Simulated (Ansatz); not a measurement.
# λ, α²F and ρ(T) of Au-Ti-Ti-Au stack of (111) layers, part 3 of 4

The plan: relax Au-Ti-Ti-Au stack of (111) layers, check its phonons, and, if the lattice is stable, compute its Eliashberg function and ρ(T).

Ansatz 0.2.0; DFT LDA, scalar-relativistic, plane waves, PAW; PAW set soft_1.

So far. Step 5 (Lattice stability: q 2×2×1, k 6×6×1): Among the solved wavevectors the lowest mode, translations apart, is 37.1 cm⁻¹, so these are real on this k mesh.

In doubt: the program doubts the meshes or the phonons of the coupling sums, which bears on λ, Tc and transport values.

## Step 6: Resistivity: q 2×2×1, k 6×6×1, scattering 12×12×1

A first run on coarse meshes.

input.yaml

```yaml
crystal:
  lattice:
    - [2.9172558984, 2.8815e-06, 0.0]
    - [-1.4586304446, 2.5264162766, 0.0]
    - [0.0, 0.0, 38.1180212893]
  atoms:
    - { symbol: Au, position: [0.0, 0.0, 0.1554389952] }
    - { symbol: Ti, position: [0.3333333333, 0.6666666667, 0.2107614419] }
    - { symbol: Ti, position: [0.6666666667, 0.3333333333, 0.2656276619] }
    - { symbol: Au, position: [0.0, 0.0, 0.3209501086] }
  periodic: [true, true, false]
kpoints:
  mp_grid: { grid: [6, 6, 1] }
hamiltonian:
  xc: lda
  pseudopotentials: { kind: paw, azcp: { folder: soft_1 }, xc_functional: pbe }
scf:
  occupations: { method: methfessel_paxton, width: 0.2 }
output:
  eigenvalues: true
phonons:
  method: dfpt
  qmesh: [2, 2, 1]
  temperatures: { t_max: 1000, t_step: 50 }
  qpath:
    path:
      - [0.0, 0.0, 0.0]
      - [0.5, 0.0, 0.0]
      - [0.33333333, 0.33333333, 0.0]
      - [0.0, 0.0, 0.0]
    npoints: 10
  electrical_resistivity:
    mesh: [12, 12, 1]
    temperatures: [20.0, 50.0, 77.0, 100.0, 150.0, 200.0, 300.0, 400.0, 600.0, 800.0]
  superconductivity: { mesh: [12, 12, 1], eliashberg_equations: false }
  electron_occupations: "off"
```

Launch:

```sh
$ ansatz run input.yaml --threads 4 --pin off --max-ram 12288MiB --backend cpu --events-out ev --progress --plain --runs-dir out
```

Numbers of over 12 decimals in the logs are rounded to 6 here.

The log of the run:

```text
[...]
Crystal: 4 atoms, lattice volume = 280.938 Å³
Basis set: ecut = 420 eV, 5455 PW (Γ), exchange–correlation on 40×40×512 points (8 copies of the dense FFT grid, shifted against one another)
Bands: 38, of which v1, the nominal top of the filled ones, is band 31 counted from 1 (30 counted from 0)
Symmetry: 12 space group operations
k-points: 7 of 36 (irreducible under 6 space group operations, time reversal used)
[...]
SCF iter   1: F=—  HF=-30643.307241 eV  |F-HF|=—  |Δ(HF+E_count)|=         —  Δρ=1.15e-1  dr2=2.48e2  ethr=3.10e-3  ⟨swp⟩=14.1  Hψ=1906  notcnv=0
[...]
SCF iter  16: F=-30633.159436 eV  HF=-30633.159436 eV  |F-HF|=2.55e-10  |Δ(HF+E_count)|=  3.06e-10  S|Δr|=    0.00e0  Δρ=4.16e-8  dr2=9.45e-12  ethr=1.00e-12  ⟨swp⟩=26.6  Hψ=2764  notcnv=0
SCF 1 converged in 16 iterations: F = -30633.159436 eV  dr2 = 9.45e-12
[...]
Bands: 45, of which v1, the nominal top of the filled ones, is band 31 counted from 1 (30 counted from 0)
k-points: 7 of 36
SCF iter   1: F=—  HF=-30643.299886 eV  |F-HF|=—  |Δ(HF+E_count)|=         —  Δρ=1.15e-1  dr2=2.49e2  ethr=3.10e-3  ⟨swp⟩=19.4  Hψ=2721  notcnv=0  defer=4
[...]
SCF iter  16: F=-30633.159436 eV  HF=-30633.159436 eV  |F-HF|=1.09e-11  |Δ(HF+E_count)|=  2.55e-10  S|Δr|=    0.00e0  Δρ=2.60e-8  dr2=1.40e-12  ethr=1.00e-12  ⟨swp⟩=4.0  Hψ=733  notcnv=0
SCF 2 converged in 16 iterations: F = -30633.159436 eV  dr2 = 1.40e-12
[...]
SCF converged after 16 iterations
[...]
Free energy (F): -30633.159436 eV
[...]
Internal energy: -30633.162495 eV  (E = F + TS)
E sigma→0 (E₀):  -30633.160201 eV
Entropy (-TS):   0.003059 eV (0.765 meV/atom)
Fermi energy:    -4.562057 eV
[...]
--- Band table (eV; the first three rows and the last of 7) ---
  k-point 0: bands = [... 27 lower, -8.0802, -7.7811, -6.9274, -4.5424, -3.9965, -3.9965, -3.9947, -3.7795, ... 10 higher]
  k-point 1: bands = [... 27 lower, -8.1804, -7.2897, -6.3671, -4.7760, -4.4451, -4.0383, -3.6880, -3.4322, ... 10 higher]
  k-point 2: bands = [... 27 lower, -7.5203, -6.7338, -5.9605, -5.2759, -4.0533, -3.7956, -3.6187, -3.4053, ... 10 higher]
  k-point 6: bands = [... 27 lower, -5.4339, -5.4339, -5.0130, -4.7331, -3.9694, -3.9694, -2.5523, -1.8846, ... 10 higher]
  ° read free of the cell's end (the report's vacuum.weakly_bound_levels)
[...]
ASR residual: 6.928e-5 → 0.000e0 eV/Å²; symmetrization residual: 2.999e-6 eV/Å²
[...]
ASR residual per site (eV/Å²): 6.93e-5 3.28e-5 3.36e-5 6.90e-5
[...]
--- Phonons (arbitrary-q DFPT): 2 irreducible q on the 2×2×1 mesh ---
[...]
interpolated dispersion: 31 rows × 12 modes
[...]
--- Electrical resistivity: potentials and phonons of a 2×2×1 supercell ---
  scattering by harmonic phonons alone, with no dipole-dipole term; scattering by other electrons, impurities, surfaces and spin disorder is left out, and so is spin–orbit coupling
  the resistivity is that of a variational response, whose dependence on the energy is improved iteratively
  tensors lie in the sheet's plane, the Hall coefficient along its normal; that, the resistivity and the plasma energy are of the whole cell, vacuum included; the cell is 38.118 Å high
  at the Fermi level of each mesh (of a tensor half of its trace):
           mesh   spin    states/(eV spin)  plasma energy (eV)         λ      λ_tr    ħω_log (meV)
        12×12×1                     1.6646              2.5581    0.6384    0.6847           9.010
          6×6×1                     1.2009              1.9963    0.4554    0.3661          13.035
          3×3×1                     0.3306              1.0647    0.0928    0.1005          15.489
  resistivity on the deck's mesh, µΩ·cm:
     T (K)       trace/2  mesh converged            xx            yy            zz    lowest order   relaxation time
     20.00      2.0760e0              no      2.0760e0      2.0760e0      0.0000e0        2.6288e0          2.0701e0
     50.00      1.2248e1              no      1.2248e1      1.2248e1      0.0000e0        1.3462e1          1.2189e1
     77.00      2.4216e1              no      2.4216e1      2.4216e1      0.0000e0        2.5899e1          2.3990e1
    100.00      3.5915e1              no      3.5915e1      3.5915e1      0.0000e0        3.7896e1          3.5495e1
    150.00      6.3998e1              no      6.3998e1      6.3998e1      0.0000e0        6.6666e1          6.3121e1
    200.00      9.3735e1              no      9.3735e1      9.3735e1      0.0000e0        9.7359e1          9.2406e1
    300.00      1.5492e2              no      1.5492e2      1.5492e2      0.0000e0        1.6076e2          1.5268e2
    400.00      2.1524e2              no      2.1524e2      2.1524e2      0.0000e0        2.2470e2          2.1206e2
    600.00      3.3120e2              no      3.3120e2      3.3120e2      0.0000e0        3.5062e2          3.2622e2
    800.00      4.3983e2              no      4.3983e2      4.3983e2      0.0000e0        4.7172e2          4.3337e2
  sheet resistance at 20 K: 5.446 Ω
  mean free path at 20 K (of a tensor half of its trace): 218 nm by what each carries, 164 by the Fermi surface alone
  Hall coefficient in a weak field at 20 K (along the normal): -2.964e-9 m³/C (how far it moves between the two finest meshes is not known); by each state's relaxation time: -2.373e-9 m³/C; by a constant relaxation time: -3.507e-10 m³/C
  sheet resistance at 50 K: 32.13 Ω
[...]
sheet resistance at 77 K: 63.53 Ω
[...]
sheet resistance at 100 K: 94.22 Ω
[...]
sheet resistance at 150 K: 167.9 Ω
[...]
sheet resistance at 200 K: 245.9 Ω
[...]
sheet resistance at 300 K: 406.4 Ω
[...]
sheet resistance at 400 K: 564.7 Ω
[...]
sheet resistance at 600 K: 868.9 Ω
[...]
sheet resistance at 800 K: 1154 Ω
[...]
the resistivity times a path that all electrons share, by the Fermi surface of the deck's mesh alone (half of the trace): 3.414e-15 Ω·m²
  not converged in the mesh (λ; λ_tr; the resistivity at 20 K by 30.14 %; the resistivity at 50 K by 28.73 %; the resistivity at 77 K by 17.25 %; the resistivity at 100 K by 12.76 %; the resistivity at 150 K by 5.77 %; the resistivity at 200 K by 3.51 %; the resistivity at 300 K by 11.28 %; the resistivity at 400 K by 14.28 %; the resistivity at 600 K by 18.20 %; the resistivity at 800 K by 17.55 %): between neighbou [...]
  vibrations of 4 cells: unjudged by the run; compare a larger repeat
  the changes of the potential over all sites missed a rigid shift's by 0.23 % (the site terms' by 0.00 %)
  between the force constants' wavevectors the phonons are obtained by Fourier interpolation alone: phonons.electron_occupations is off
--- Superconductivity: potentials and phonons of a 2×2×1 supercell ---
  pairing by harmonic phonons, in the closed forms alone; spin fluctuations are left out, and so is spin–orbit coupling
           mesh         λ    ħω_log (meV)  μ* declared at (meV)
        12×12×1    0.6384           9.010               16.823
          6×6×1    0.4554          13.035               19.647
          3×3×1    0.0928          15.489               23.757
  λ by the species' shares of the modes' patterns: Au 0.3770, Ti 0.2614
  transition temperature on the deck's mesh (K), isotropic and anisotropic, restricted to the Fermi surface (FSR) and over the full bandwidth (FBW), and the last with the density of states resolved in a narrower window:
        μ*   McMillan   Allen–Dynes      iso. FSR      iso. FBW    aniso. FSR    aniso. FBW  narrow window
      0.08      3.430         3.575             -             -             -             -              -
      0.10      2.862         2.971             -             -             -             -              -
      0.12      2.337         2.418             -             -             -             -              -
      0.13      2.093         2.161             -             -             -             -              -
      0.14      1.861         1.919             -             -             -             -              -
      0.16      1.436         1.478             -             -             -             -              -
      0.20      0.759         0.778             -             -             -             -              -
  not judged without the Eliashberg equations: between neighbouring meshes, the two finest first, λ moves by 28.66 % and 79.62 %
  vibrations of 4 cells: unjudged by the run; compare a larger repeat
[...]
```

Wall time 3.3 min (4 threads of Arm Neoverse V1, shared host); peak memory 2.6 GiB.

This step gave:

| Item | Value |
| --- | --- |
| cell height | 38.12 Å |
| sheet resistance 300K | 406.4 Ω/square, mean in the plane |
| resistivity at 300 K | 154.9 μΩ cm, mean of the axes, of the whole cell with its vacuum |
| coupling constant λ | 0.6384 |
| density of states at the Fermi level | 1.665 states/eV a spin and cell |
| log mean phonon energy ħω_log | 9.01 meV |
| transport coupling constant λ_tr | 0.6847, 0.6847, 0 (xx, yy, zz) |
| Drude plasma energy | 2.558, 2.558, 0 eV (xx, yy, zz), of the whole cell with its vacuum |
| second-moment phonon energy ħω₂ | 16.82 meV |

The Eliashberg function α²F has structure finer than the step of the table below, so its rows give means over 1 meV, whole bins alone (the curve runs from 0.162 to 41.2 meV). Peaks (meV: height): α²F 6.9: 0.336, 7.9: 0.268, 21.5: 0.262, 23.4: 0.343, 25.4: 0.238, 27.6: 0.195, 39.3: 0.173; α²F tr 6.9: 0.362, 13.4: 0.125, 21.5: 0.278, 25.4: 0.183, 35.7: 0.113, 39.3: 0.140.

Table of Eliashberg function α²F by phonon energy; means over each step:

```csv
phonon energy (meV),α²F,α²F tr
1,0.0145,0.0177
2,0.0258,0.0267
3,0.0347,0.0376
4,0.0548,0.0777
5,0.117,0.157
6,0.213,0.240
7,0.266,0.293
8,0.214,0.219
9,0.0657,0.0909
10,0.0316,0.0345
11,0.0287,0.0299
12,0.0400,0.0487
13,0.0728,0.102
14,0.0512,0.0994
15,0.0308,0.0523
16,0.0457,0.0506
17,0.0925,0.0682
18,0.102,0.0783
19,0.0855,0.0747
20,0.0837,0.0786
21,0.116,0.126
22,0.253,0.248
23,0.309,0.214
24,0.174,0.151
25,0.178,0.146
26,0.192,0.138
27,0.165,0.122
28,0.0867,0.0733
29,0.0536,0.0552
30,0.0776,0.0905
31,0.0779,0.0785
32,0.0809,0.0775
33,0.0789,0.0656
34,0.0876,0.0720
35,0.0954,0.0903
36,0.0963,0.0976
37,0.0981,0.0896
38,0.0791,0.0612
39,0.108,0.0888
40,0.0737,0.0635
```

The program warns of modes at or below zero frequency in the interpolation and leaves them out of its thermodynamic sums. Some states were left unconverged by the eigensolver. By its own test the run is not converged in the mesh. λ = 0.638 and 406 Ω per square at 300 K. The run's own test puts 11 % between its two finest meshes on the component of the resistivity at 300 K that moves most, so it is not converged. By the run's own test λ moves by 29 % between its two finest scattering meshes.

## Step 7: Electron–phonon run: q 3×3×1, k 9×9×1, scattering 12×12×1

The next rung changes the q mesh, which sets the reach of the force constants and couplings; the k mesh of the density and its response; the phonon self-energy between the q points, now taken in.

input.yaml, as its differences from that of step 6:

```diff
@@ -12,3 +12,3 @@
 kpoints:
-  mp_grid: { grid: [6, 6, 1] }
+  mp_grid: { grid: [9, 9, 1] }
 hamiltonian:
@@ -22,3 +22,3 @@
   method: dfpt
-  qmesh: [2, 2, 1]
+  qmesh: [3, 3, 1]
   temperatures: { t_max: 1000, t_step: 50 }
@@ -34,3 +34,2 @@
     temperatures: [20.0, 50.0, 77.0, 100.0, 150.0, 200.0, 300.0, 400.0, 600.0, 800.0]
-  superconductivity: { mesh: [12, 12, 1], eliashberg_equations: false }
-  electron_occupations: "off"
+  superconductivity: { mesh: [12, 12, 1] }
```

The log of the run:

```text
[...]
Crystal: 4 atoms, lattice volume = 280.938 Å³
Basis set: ecut = 420 eV, 5455 PW (Γ), exchange–correlation on 40×40×512 points (8 copies of the dense FFT grid, shifted against one another)
Bands: 38, of which v1, the nominal top of the filled ones, is band 31 counted from 1 (30 counted from 0)
Symmetry: 12 space group operations
[...]
gaps at the Fermi level over the full bandwidth under μ* = 0.1, 0.451 K: 0.184 to 0.356 meV
[...]
not converged in the mesh (λ, the transition temperature): between neighbouring meshes, the two finest first, λ moves by 595.79 % and 97.70 % and the anisotropic transition temperature over the full bandwidth at μ* = 0.13 by 791.23 % and (not known); converged means that the two finest part by at most 2.00 % and 5.00 %
  vibrations of 9 cells: unjudged by the run; compare a larger repeat
[...]
[key lines of the parts left out:]
SCF converged after 15 iterations
Free energy (F): -30633.209165 eV
Fermi energy:    -4.573899 eV
```

Run time: 11 min. Hardware: 4 threads; peak memory 3.6 GiB; 45 min of CPU time.

This step gave:

- zero point energy: 0.1110 eV/cell
- share of imaginary modes in the plain interpolation between solved wavevectors: 0
- highest frequency, solved or plainly interpolated: 342.8 cm⁻¹
- sheet resistance 300K: 405.2 Ω/square, mean in the plane
- resistivity at 300 K: 154.4 μΩ cm, mean of the axes, of the whole cell with its vacuum
- coupling constant λ: 0.5475
- density of states at the Fermi level: 1.518 states/eV a spin and cell
- log mean phonon energy ħω_log: 10.23 meV
- transport coupling constant λ_tr: 0.5695, 0.5695, 0 (xx, yy, zz)
- Drude plasma energy: 2.178, 2.178, 0 eV (xx, yy, zz), of the whole cell with its vacuum
- second-moment phonon energy ħω₂: 17.52 meV

The program warns of modes at or below zero frequency in the interpolation and leaves them out of its thermodynamic sums. Some states were left unconverged by the eigensolver. By its own test the run is not converged in the mesh. λ = 0.547 and 405 Ω per square at 300 K, against 0.638 and 406 in the run with q 2×2×1, k 6×6×1, scattering 12×12×1 (-14.2 % and -0.3 %). By the run's own test λ moves by 596 % between its two finest scattering meshes.

## Step 8: Resistivity: scattering mesh 24×24×1

The next rung changes the scattering mesh, which samples the Fermi surface.

input.yaml, as its differences from that of step 7:

```diff
@@ -32,4 +32,4 @@
   electrical_resistivity:
-    mesh: [12, 12, 1]
+    mesh: [24, 24, 1]
     temperatures: [20.0, 50.0, 77.0, 100.0, 150.0, 200.0, 300.0, 400.0, 600.0, 800.0]
-  superconductivity: { mesh: [12, 12, 1] }
+  superconductivity: { mesh: [24, 24, 1] }
```

The log of the run:

```text
[...]
Crystal: 4 atoms, lattice volume = 280.938 Å³
Basis set: ecut = 420 eV, 5455 PW (Γ), exchange–correlation on 40×40×512 points (8 copies of the dense FFT grid, shifted against one another)
Bands: 38, of which v1, the nominal top of the filled ones, is band 31 counted from 1 (30 counted from 0)
Symmetry: 12 space group operations
[...]
0.13      1.624         1.670         1.243         1.237         1.410         1.404          1.402
      0.14      1.408         1.446         1.054         1.048         1.213         1.209          1.207
      0.16      1.024         1.049         0.739         0.734         0.880         0.879          0.880
      0.20      0.458         0.467         0.320         0.320         0.423         0.429          0.432
[...]
vibrations of 9 cells: unjudged by the run; compare a larger repeat
[...]
[key lines of the parts left out:]
SCF converged after 15 iterations
Free energy (F): -30633.209165 eV
Fermi energy:    -4.573899 eV
```

Run time: 12 min. Hardware: 4 threads; peak memory 3.6 GiB; 46 min of CPU time.

Numbers from this step:

- sheet resistance 300K: 472.5 Ω/square, mean in the plane
- resistivity at 300 K: 180.1 μΩ cm, mean of the axes, of the whole cell with its vacuum
- coupling constant λ: 0.5784
- density of states at the Fermi level: 1.496 states/eV a spin and cell
- log mean phonon energy ħω_log: 9.988 meV
- transport coupling constant λ_tr: 0.584, 0.584, 0 (xx, yy, zz)
- Drude plasma energy: 1.961, 1.961, 0 eV (xx, yy, zz), of the whole cell with its vacuum
- second-moment phonon energy ħω₂: 17.73 meV

Some points of the scattering mesh along the symmetry lines, up to three branches each (those of largest λ), at most 39 rows; the frequencies are those of the scattering step, which can differ from the solved and plainly interpolated ones; single rows converge slowly. Mode couplings:

```
    q1      q2  q3  branch  ħω (meV)     λ_q  half width (meV)
0.2083       0   0       1       3.5   0.176            0.0102
0.2083       0   0       2      5.61   0.111            0.0164
0.2083       0   0       4      8.06  0.0754             0.023
0.4167       0   0       1      5.38   0.121            0.0164
0.4167       0   0       7     16.05   0.136             0.165
0.4167       0   0       8     24.28   0.156             0.431
0.4167  0.1667   0       1      7.35   0.115            0.0291
0.4167  0.1667   0       2      8.15   0.136            0.0423
0.4167  0.1667   0       9     28.73  0.0693             0.269
0.2083  0.2083   0       2      7.85    0.16            0.0464
0.2083  0.2083   0       8     22.56   0.231             0.552
0.2083  0.2083   0      10      30.9   0.171             0.769
```

The program warns of modes at or below zero frequency in the interpolation and leaves them out of its thermodynamic sums. Some states were left unconverged by the eigensolver. By its own test the run is not converged in the mesh. λ = 0.578 and 472 Ω per square at 300 K, against 0.547 and 405 in the run with q 3×3×1, k 9×9×1, scattering 12×12×1 (+5.6 % and +16.6 %). The run's own test puts 14 % between its two finest meshes on the component of the resistivity at 300 K that moves most.

(Part 3 of 4 ends here.)

[Logs are printed without paths, hosts, clocks, repeated set-up lines and the standing remarks that a program may print on its own settings, such as how far it seeks lower states.]

[Hosts, paths, dates, database ids (printed as entryN), source tags and the programs' standing remarks are cut or masked in the printed files.]
